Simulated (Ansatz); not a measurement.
# The perfect armchair germanene nanoribbon (N = 5, H edges), part 4 of 4

What gap, if any, does the armchair germanene nanoribbon (N = 5, H edges) have, and how does it change with the functional and under strain?

Ansatz 0.2.0; DFT PBE, plane waves, PAW; relaxation of a wire's period (the session's first sound run).

So far, band gap (eV): step 3 (bands of the perfect wire, PBE) 0.0503; step 5 (levels at the same atoms, level PBEsol, cutoff 420 eV, PBEsol PBE) 0.0506; step 6 (another level of theory, level r2SCAN, cutoff 500 eV, r2SCAN PBE) 0.0514; step 8 (with spin-orbit coupling, PBE spin-orbit) 0.0497; step 9 (strain along the wire, period over the relaxed period 1.1, k-mesh 1×1×8, PBE) 0.140.

## (10) Strain along the wire, period over the relaxed period 0.94, k-mesh 1×1×10 (continued)

Level of this step: DFT PBE, plane waves, PAW; relaxation at a fixed period (Ansatz).

Relaxation path:

```
step  energy less that of the first step (eV)  largest force component (eV/Å)
   1                                   0.0000                          0.9026
   2                                  -0.2716                          0.1743
   3                                  -0.3024                          0.0592
   4                                  -0.3048                          0.0157
```

The run keeps the 4 symmetry operations that it works with, so distortions that break them were not tested.

The atoms that moved most (Å):

```csv
atom,dx,dy,dz,length
H7,-0.056,0.012,0.206,0.214
H8,0.056,0.012,0.206,0.214
H13,-0.056,-0.012,-0.206,0.214
H14,0.056,-0.012,-0.206,0.214
Ge3,0.132,0.004,-0.051,0.142
Ge1,-0.132,0.004,-0.051,0.142
Ge6,0.132,-0.004,0.051,0.142
Ge4,-0.132,-0.004,0.051,0.142
```

Final coordinates:

```xyz
14
Lattice="17.7910 0.0000 0.0000 0.0000 7.6700 0.0000 0.0000 0.0000 6.5825" Properties=species:S:1:pos:R:3
Ge    4.7954    4.1839   -0.0171
Ge    8.8955    4.1639    6.5414
Ge   12.9956    4.1839   -0.0171
Ge    4.7954    3.4861    2.2113
Ge    8.8955    3.5061    2.2352
Ge   12.9956    3.4861    2.2113
H     3.5548    3.8869    3.0713
H    14.2362    3.8869    3.0713
Ge    6.8317    4.2077    3.2598
Ge   10.9593    4.2077    3.2598
Ge    6.8317    3.4623    5.5169
Ge   10.9593    3.4623    5.5169
H     3.5548    3.7831    5.7054
H    14.2362    3.7831    5.7054
```

Numbers from this step:

* energy at zero smearing: -43006.4053 eV
* band gap: 0.1981 eV

The electronic bands at the labelled points (eV, zero at the Fermi level):

```
  point  band 69  band 70  band 71  band 72  band 73  band 74  band 75  band 76
      Γ    -1.15    -0.75    -0.63    -0.10     0.10     0.64     1.14     1.91
halfway    -1.30    -1.25    -1.05    -0.81     0.71     0.92     1.22     1.70
      Z    -1.75    -1.52    -1.51    -1.16     0.72     1.23     1.32     1.92
```

The gap is 0.198 eV, against 0.0503 eV under PBE at the relaxed period.

## (11) A repeat with changed settings

This step: DFT LDA, plane waves, PAW; bands of a perfect wire at the PBE geometry; changed: hamiltonian.dispersion = "d3bjatm", scf.algorithm = "direct_min" (Ansatz 0.2.0).

The atoms of the band run (LDA) are kept and the input is varied, to see whether the result depends on it.

input.yaml reads:

```yaml
crystal:
  lattice:
    - [17.791, 0.0, 0.0]
    - [0.0, 7.67, 0.0]
    - [0.0, 0.0, 7.0026476024]
  atoms:
    - { symbol: Ge, position: [0.276964066, 0.544920628, 0.005164254] }
    - { symbol: Ge, position: [0.5, 0.541763621, 0.999211871] }
    - { symbol: Ge, position: [0.723035934, 0.544920628, 0.005164254] }
    - { symbol: Ge, position: [0.276964066, 0.455079372, 0.32816908] }
    - { symbol: Ge, position: [0.5, 0.458236379, 0.334121463] }
    - { symbol: Ge, position: [0.723035934, 0.455079372, 0.32816908] }
    - { symbol: H, position: [0.202950491, 0.505234357, 0.435223558] }
    - { symbol: H, position: [0.797049509, 0.505234357, 0.435223558] }
    - { symbol: Ge, position: [0.386845821, 0.546813693, 0.500650422] }
    - { symbol: Ge, position: [0.613154179, 0.546813693, 0.500650422] }
    - { symbol: Ge, position: [0.386845821, 0.453186307, 0.832682911] }
    - { symbol: Ge, position: [0.613154179, 0.453186307, 0.832682911] }
    - { symbol: H, position: [0.202950491, 0.494765643, 0.898109775] }
    - { symbol: H, position: [0.797049509, 0.494765643, 0.898109775] }
kpoints:
  mp_grid: { grid: [1, 1, 9] }
  band_path: { path: ["Γ", Z], npoints: 50 }
scf:
  occupations: { method: fermi_dirac, width: 0.05 }
  algorithm: direct_min
hamiltonian:
  xc: lda
  dispersion: d3bjatm
```

Run with:

```console
ansatz run input.yaml --threads 8 --pin off --max-ram 16384MiB --backend cpu --events-out ev --progress --plain --runs-dir out
```

Numbers of over 12 decimals in the logs are rounded to 6 here.

Output:

```text
Warning: the engine holds no damping parameters fitted to this dispersion correction and functional, so the run takes those fitted to pbe (hamiltonian.dispersion, under Limitations)
[...]
Crystal: 14 atoms, lattice volume = 955.560 Å³
Basis set: ecut = 420 eV, 18681 PW (Γ)
Bands: 87, of which v1, the nominal top of the filled ones, is band 72 counted from 1 (71 counted from 0)
Symmetry: 4 space group operations
[...]
k-points: 5 of 9
[...]
SCF iter   1: F=—  HF=-42212.457900 eV  |F-HF|=—  |Δ(HF+E_count)|=         —  Δρ=4.26e-3  dr2=2.92e-1  ethr=1.77e-3  ⟨swp⟩=9.8  Hψ=1758  notcnv=0
[...]
SCF iter   4: F=—  HF=-42212.409658 eV  |F-HF|=—  |Δ(HF+E_count)|=   2.13e-3  Δρ=1.16e-4  dr2=3.20e-4  ethr=1.62e-7  ⟨swp⟩=4.4  Hψ=1985  notcnv=0  defer=2
eigensolver tolerance schedule calibrated: the retry pair's looser diagonalisation under-reported the residual by θ = 0.27 (0.15/decade); ethr = c·dr2/N_el runs at the constant in force after the calibration composes with the one it found (an armed cap, an earlier calibration), c = 4.4e-2
SCF iter   5: F=—  HF=-42212.409538 eV  |F-HF|=—  |Δ(HF+E_count)|=   1.20e-4  Δρ=1.61e-5  dr2=3.82e-6  ethr=9.72e-8  ⟨swp⟩=4.0  Hψ=888  notcnv=0  defer=4
[...]
SCF iter   7: F=-42212.409537 eV  HF=-42212.409537 eV  |F-HF|=3.77e-8  |Δ(HF+E_count)|=   7.80e-8  Δρ=1.51e-6  dr2=1.40e-8  ethr=2.93e-11  ⟨swp⟩=4.2  Hψ=1468  notcnv=0  defer=1
SCF 1 converged in 7 iterations: F = -42212.409537 eV  dr2 = 1.40e-8
[...]
SCF converged after 7 iterations
Stability not checked: this state was not tested for a lower state beside it, because a direct minimisation reached the state, and no test of it is asked (direct_minimisation; see scf.lower_state_search)
Free energy (F): -42212.409537 eV
[...]
Internal energy: -42212.394509 eV  (E = F + TS)
E sigma→0 (E₀):  -42212.402023 eV
Entropy (-TS):   -0.015029 eV (-1.073 meV/atom)
Fermi energy:    -1.572692 eV
[...]
--- Band table (eV; the first three rows and the last of 5) ---
  k-point 0: bands = [... 68 lower, -2.5685, -2.5086, -2.3480, -1.5982, -1.5471, -1.0111, -0.4521, -0.0981, ... 11 higher]
  k-point 1: bands = [... 68 lower, -2.6804, -2.5600, -2.4845, -1.9267, -1.2266, -0.8489, -0.4944, 0.0302, ... 11 higher]
  k-point 2: bands = [... 68 lower, -2.9061, -2.7917, -2.5560, -2.2737, -0.9011, -0.5896, -0.4947, 0.1988, ... 11 higher]
  k-point 4: bands = [... 68 lower, -3.2686, -3.1444, -2.8958, -2.6332, -0.7357, -0.3509, -0.1541, 0.2301, ... 11 higher]
```

It took 47 s on 8 threads of Arm Neoverse V1, shared host; peak memory 4.2 GiB; 5.8 min of CPU time.

This step gave:

```yaml
energy_at_zero_smearing: -42212.4020 eV
band_gap: 0.05108 eV
```

It took 47 s against 24 s for the run it varies.

The band gap stays within 0.2 % plus 0.001 of the run it varies.

## (12) What came out

```json
{"cell length, PBE": "7.003 Å", "conductance, PBE": "0.552 G₀", "gap, PBE": "0.0503 eV", "gap, LDA": "0.0511 eV", "gap, PBEsol": "0.0506 eV", "gap, r2SCAN": "0.0514 eV", "gap, with spin-orbit coupling": "0.0497 eV", "gap, period scaled by 1.1": "0.140 eV", "gap, period scaled by 0.94": "0.198 eV"}
```

**Reading.** Under PBE the cell's length is 7.00 Å, and a gap of 0.05 eV makes it a semiconductor. A perfect wire passes every open channel, so the conductance counts half a G₀ for each forward-moving state at the Fermi level, spin by spin; the value here is no such multiple, since a band edge lies within the thermal window. At the relaxed period the wire is gapped under every functional, from 0.05 eV (PBE) to 0.05 eV (r2SCAN). Weak screening in one dimension makes quasiparticle gaps larger than the semilocal gaps, as a rule. Strain matters: under PBE the gap goes from 0.05 eV to 0.198 eV at 0.94 times the period and 0.140 eV at 1.1 times the period. Transport is coherent and elastic here: the atoms are frozen, so scattering by vibrations plays no part. Where the gap is under about 0.35 eV, the smearing of 0.05 eV partly fills the band edges in the SCF.

[Logs are printed without paths, hosts, clocks, repeated set-up lines and the standing remarks that a program may print on its own settings, such as how far it seeks lower states.]

[Hosts, paths, dates, database ids (printed as entryN), source tags and the programs' standing remarks are cut or masked in the printed files.]
